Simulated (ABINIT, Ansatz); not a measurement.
# AlBiSe3 (Pm-3m): zone-centre phonons, part 4 of 4

Aim: the zone-centre modes of AlBiSe3 (Pm-3m).

ABINIT 10.8.3; DFT LDA, scalar-relativistic, plane waves, HGH norm-conserving pseudopotentials.

So far. Step 4 (Zone-centre response): The acoustic modes at Γ come out as far as 3.8 cm⁻¹ from zero, where they should vanish, a small numerical error. The lowest optical mode is imaginary, 92i cm⁻¹, an instability at this level and on this k mesh. Step 5 (Modes with the sum rule): The rule moves no optical mode by more than 0.2 cm⁻¹.

The structure was built from a prototype and need not be the compound's stable phase.

### Step 6. The same in Ansatz

The same cell goes through another code, with its own cutoff. The potentials differ.

This step: DFT LDA, scalar-relativistic, plane waves, PseudoDojo norm-conserving pseudopotentials (Ansatz 0.2.0).

Contents of input.yaml:

```yaml
crystal:
  lattice:
    - [4.8251545441, 0.0, 0.0]
    - [0.0, 4.8251545441, 0.0]
    - [0.0, 0.0, 4.8251545441]
  atoms:
    - { symbol: Bi, position: [0.0, 0.0, 0.0] }
    - { symbol: Al, position: [0.5, 0.5, 0.5] }
    - { symbol: Se, position: [0.5, 0.5, 0.0] }
    - { symbol: Se, position: [0.5, 0.0, 0.5] }
    - { symbol: Se, position: [0.0, 0.5, 0.5] }
kpoints:
  mp_grid: { grid: [6, 6, 6] }
hamiltonian:
  xc: lda
  pseudopotentials: { kind: nc, accuracy: standard }
scf:
  occupations: { method: fermi_dirac, width: 0.27211 }
output:
  eigenvalues: true
phonons:
  method: dfpt
```

On the command line:

```
$ ansatz run input.yaml --threads 4 --pin off --max-ram 8192MiB --backend cpu --events-out ev --progress --plain --runs-dir out
```

Log:

```text
band count auto-derived: 43 (N_el = 66.0; filled up to band 33; 40 by the electrons, moments and atoms)
zone centre: on kpoints.mp_grid the ground state, and the responses unless they are solved on pairs of k-points, stand on 64 of the mesh's 216 k-points, reduced under 8 symmetry operations, with k and −k counted as one. Each operation leaves every solved displacement unchanged or reverses it
Engine: ansatz 0.2.0, x86_64-unknown-linux-gnu
Pseudopotentials: kind: nc
Pseudopotential: Bi, nc, valence charge 15, recommended cutoff 952.398519 eV (normal), Bi.nc.azcp (PseudoDojo's, or run here from an input of PseudoDojo's; its table is named by hamiltonian.pseudopotentials.accuracy)
Pseudopotential: Al, nc, valence charge 3, recommended cutoff 598.650497 eV (normal), Al.nc.azcp (PseudoDojo's, or run here from an input of PseudoDojo's; its table is named by hamiltonian.pseudopotentials.accuracy)
Pseudopotential: Se, nc, valence charge 16, recommended cutoff 1170.089609 eV (normal), Se.nc.azcp (PseudoDojo's, or run here from an input of PseudoDojo's; its table is named by hamiltonian.pseudopotentials.accuracy)
Functional definition: SPW92
  exchange = slater_x
  correlation = pw_c
Crystal: 5 atoms, lattice volume = 112.340 Å³
Basis set: ecut = 1170.089609 eV, 10251 PW (Γ), exchange–correlation on 108×108×108 points (8 copies of the dense FFT grid, shifted against one another)
Bands: 43, of which v1, the nominal top of the filled ones, is band 33 counted from 1 (32 counted from 0)
Symmetry: 48 space group operations
k-points: 64 of 216 (irreducible under 8 space group operations)
Non-local potential: Bi, projectors of the file, l = 0: 2, l = 1: 2, l = 2: 2, l = 3: 2
Non-local potential: Al, projectors of the file, l = 0: 2, l = 1: 2, l = 2: 2
Non-local potential: Se, projectors of the file, l = 0: 2, l = 1: 2, l = 2: 2
Initial density: superposition of atomic densities (chi_scale 0.1, normalization cell, long waves kept (reshape's long-wave potential 0.01 eV rms))
Initial wavefunctions: pseudopotential atomic-orbital guess
Functional: x = slater, c = lda
SCF iter   1: F=—  HF=-12180.723013 eV  |F-HF|=—  |Δ(HF+E_count)|=         —  Δρ=2.74e-2  dr2=5.83e-1  ethr=3.10e-3  ⟨swp⟩=8.9  Hψ=12435  notcnv=0
preconditioner: auto → Kerker (q_TF=auto, 2.497 Å⁻¹)  [metal: Δε(μ)=0.026 eV  Ē_g=10.844 eV  σ=0.272 eV  W_gap=0.02  n_scr=26 (ndim 8)  ℏωp=17.9 eV  f_vac=0.000  D(μ)=2.69/eV (n_scr^D=18)]
SCF iter   2: F=—  HF=-12180.562569 eV  |F-HF|=—  |Δ(HF+E_count)|=   1.60e-1  Δρ=1.57e-2  dr2=2.23e-1  ethr=8.83e-4  ⟨swp⟩=1.0  Hψ=3264  notcnv=0
SCF iter   3: F=—  HF=-12180.486142 eV  |F-HF|=—  |Δ(HF+E_count)|=   7.64e-2  Δρ=2.87e-3  dr2=6.30e-3  ethr=3.38e-4  ⟨swp⟩=3.0  Hψ=5290  notcnv=0
SCF iter   4: F=—  HF=-12180.484704 eV  |F-HF|=—  |Δ(HF+E_count)|=   1.44e-3  Δρ=8.98e-4  dr2=8.42e-4  ethr=9.55e-6  ⟨swp⟩=2.4  Hψ=4584  notcnv=0
SCF iter   5: F=—  HF=-12180.484399 eV  |F-HF|=—  |Δ(HF+E_count)|=   3.06e-4  Δρ=2.15e-4  dr2=8.53e-5  ethr=1.28e-6  ⟨swp⟩=2.2  Hψ=3535  notcnv=0
SCF iter   6: F=—  HF=-12180.484383 eV  |F-HF|=—  |Δ(HF+E_count)|=   1.52e-5  Δρ=4.44e-5  dr2=2.63e-6  ethr=1.29e-7  ⟨swp⟩=2.0  Hψ=3408  notcnv=0
SCF iter   7: F=—  HF=-12180.484795 eV  |F-HF|=—  |Δ(HF+E_count)|=   4.11e-4  Δρ=1.51e-5  dr2=2.93e-7  ethr=3.98e-9  ⟨swp⟩=2.1  Hψ=3705  notcnv=0
SCF iter   8: F=—  HF=-12180.484795 eV  |F-HF|=—  |Δ(HF+E_count)|=   5.44e-8  Δρ=2.41e-6  dr2=6.05e-9  ethr=4.44e-10  ⟨swp⟩=2.0  Hψ=3964  notcnv=0
SCF iter   9: F=—  HF=-12180.484795 eV  |F-HF|=—  |Δ(HF+E_count)|=  4.60e-10  Δρ=4.91e-7  dr2=3.82e-10  ethr=9.16e-12  ⟨swp⟩=2.1  Hψ=4769  notcnv=0
SCF iter  10: F=—  HF=-12180.484795 eV  |F-HF|=—  |Δ(HF+E_count)|=  2.18e-11  Δρ=1.40e-7  dr2=1.44e-11  ethr=1.00e-12  ⟨swp⟩=1.5  Hψ=2830  notcnv=0
SCF iter  11: F=-12180.484795 eV  HF=-12180.484795 eV  |F-HF|=0.00e0  |Δ(HF+E_count)|=  5.46e-12  Δρ=1.48e-8  dr2=2.09e-13  ethr=1.00e-12  ⟨swp⟩=8.8  Hψ=14984  notcnv=0
SCF 1 converged in 11 iterations: F = -12180.484795 eV  dr2 = 2.09e-13
DFPT response loops at Γ: preconditioner auto → Kerker (q_TF=auto, 2.497 Å⁻¹) (partly filled bands, converged f_vac=0.000); β = 1.00, the filter's whole step (`scf.mixing.beta` (0.50) is not read by the response loops under this deck's `scf.mixing.preconditioner`; to damp them name `kerker` or `kerker_dos`, under which they read `scf.mixing.beta`, and type it under 1.00, their step now; both keys bind the ground state too); Broyden in place of MSR1
SCF converged after 11 iterations
Free energy (F): -12180.484795 eV
Harris-Foulkes:  -12180.484795 eV  (|F-HF|=0.00e0)
Internal energy: -12179.836789 eV  (E = F + TS)
E sigma→0 (E₀):  -12180.160792 eV
Entropy (-TS):   -0.648006 eV (-129.601 meV/atom)
Fermi energy:    10.147458 eV
--- Per-component energies (eV) ---
  E_band       = -1147.607613
  E_kinetic    = 7483.214959
  E_local      = -8825.041559  (includes V_loc(G=0)·N_el)
  E_nonlocal   = -4559.050628
  E_hartree    = 3253.879926
  E_xc         = -2555.041204
  E_vxc        = -1754.490218  (∫ρ·V_xc dr)
  E_ewald      = -6977.798284
  E_smearing   = -0.648006  (= −TS)
  E_closure    = -0.000000  (closes the sum)
  Σ components = -12180.484795   (vs F -12180.484795, Δ=0.00e0)
--- Band table (eV; the first three rows and the last of 64) ---
  k-point 0: bands = [... 29 lower, 8.4751, 8.8803, 8.8803, 8.8803, 9.6661, 12.8709, 12.8709, 12.8709, ... 6 higher]
  k-point 1: bands = [... 29 lower, 8.1647, 8.6713, 8.8522, 8.8522, 10.7200, 12.0000, 12.5190, 12.5190, ... 6 higher]
  k-point 2: bands = [... 29 lower, 7.6534, 8.3149, 9.0863, 9.0863, 10.4696, 11.8619, 11.8619, 12.3571, ... 6 higher]
  k-point 63: bands = [... 29 lower, 8.7901, 10.6154, 10.6154, 10.6154, 12.8101, 12.8101, 12.8101, 13.8871, ... 6 higher]
--- Phonons (Γ-DFPT): 4 representative perturbations + reference, on 64 of 216 k-points (Σ response iterations 13) ---
  k mesh reduced under 8 symmetry operations, with k and −k counted as one. Each operation leaves every solved displacement unchanged or reverses it
  ASR residual: 1.379e-4 → 0.000e0 eV/Å²; symmetrization residual: 6.530e-5 eV/Å²
  ASR residual per site (eV/Å²): 1.38e-4 2.16e-7 4.92e-5 4.92e-5 4.92e-5
  Γ frequencies (cm⁻¹): -92.82 -92.82 -92.82 -73.73 -73.73 -73.73 0.00 0.00 0.00 53.35 53.35 53.35 344.42 344.42 344.42
  non-analytic LO–TO correction: not included (Born effective charges unavailable; polar crystals: no LO–TO splitting at Γ)
```

Run time: 2.5 min. Hardware: 4 threads of Intel Xeon 6975P-C (Granite Rapids), shared host; peak memory 3.7 GiB; 9.2 min of CPU time.

This step gave:

```yaml
sum_rule_residual_before_enforcement: 1.38e-4 eV/Å²
highest_optical_zone_centre_mode_no_lo_to_term: 344.4 cm⁻¹
lowest_optical_zone_centre_mode: -92.82 cm⁻¹
```

### Step 7. Side by side: ABINIT HGH and Ansatz, PseudoDojo

Worked out from the results:

- root-mean-square difference: 4.77 cm⁻¹
- largest difference: 9 cm⁻¹

Optical modes, paired by symmetry label. Frequencies side by side, by row:

| q (reciprocal lattice) | mode | ABINIT HGH (cm⁻¹) | Ansatz, PseudoDojo (cm⁻¹) |
| --- | --- | --- | --- |
| 0 0 0 | 1 | -91.6 | -92.8 |
| 0 0 0 | 2 | -91.6 | -92.8 |
| 0 0 0 | 3 | -91.6 | -92.8 |
| 0 0 0 | 4 | -72 | -73.7 |
| 0 0 0 | 5 | -72 | -73.7 |
| 0 0 0 | 6 | -72 | -73.7 |
| 0 0 0 | 10 | 50.9 | 53.3 |
| 0 0 0 | 11 | 50.9 | 53.3 |
| 0 0 0 | 12 | 50.9 | 53.3 |
| 0 0 0 | 13 | 335.4 | 344.4 |
| 0 0 0 | 14 | 335.4 | 344.4 |
| 0 0 0 | 15 | 335.4 | 344.4 |

At the zone centre the largest difference (acoustic modes at Γ apart) is 3 % of the highest mode.

### Step 8. Results

| Item | Value |
| --- | --- |
| space group after relaxation | Pm-3m |
| volume per atom | 22.5 Å³ |
| highest optical zone-centre mode (no LO-TO term) | 335.4 cm⁻¹ |
| lowest optical zone-centre mode | -91.6 cm⁻¹ |
| imaginary optical modes at the zone centre (no q mesh in this session) | yes |
| largest difference from Ansatz, PseudoDojo | 9 cm⁻¹ |

What this shows: At the LDA level the optical modes of AlBiSe3 (Pm-3m) at the zone centre run from 92i to 335 cm⁻¹, so the structure is a saddle point, with 6 modes beyond 10i cm⁻¹ there. The base run prints -1.1 GPa, mostly the error of a finite basis; the relaxation, with a smoothed and higher cutoff, had brought the cell to rest. ABINIT HGH and Ansatz, PseudoDojo differ by 4.8 cm⁻¹ in the root mean square and by 9.0 cm⁻¹ at most, 2.7 % of the highest mode compared (acoustic modes at Γ left out); the two use different potentials, and the cell was not relaxed for the second set. These are harmonic frequencies: anharmonic shifts and widths and the lattice's thermal expansion are left out. The Fermi-Dirac smearing of 0.01 Ha is an electronic temperature of 3158 K, which adds a pressure of its own and can shift the volume and soft modes. Spin-orbit coupling is left out, which can matter for the heavy elements here. The HGH files keep few electrons and have no core correction, which is cheap but rough for Bi. In a metal the frequencies hang on the k mesh and the smearing, most of all near Kohn anomalies. The structure is a hypothetical one, built on a prototype.

[Host names and launcher messages were left out of these logs when they were recorded.]

[Logs are printed without paths, hosts, clocks, repeated set-up lines and the standing remarks that a program may print on its own settings, such as how far it seeks lower states.]

[Hosts, paths, dates, database ids (printed as entryN), source tags and the programs' standing remarks are cut or masked in the printed files.]
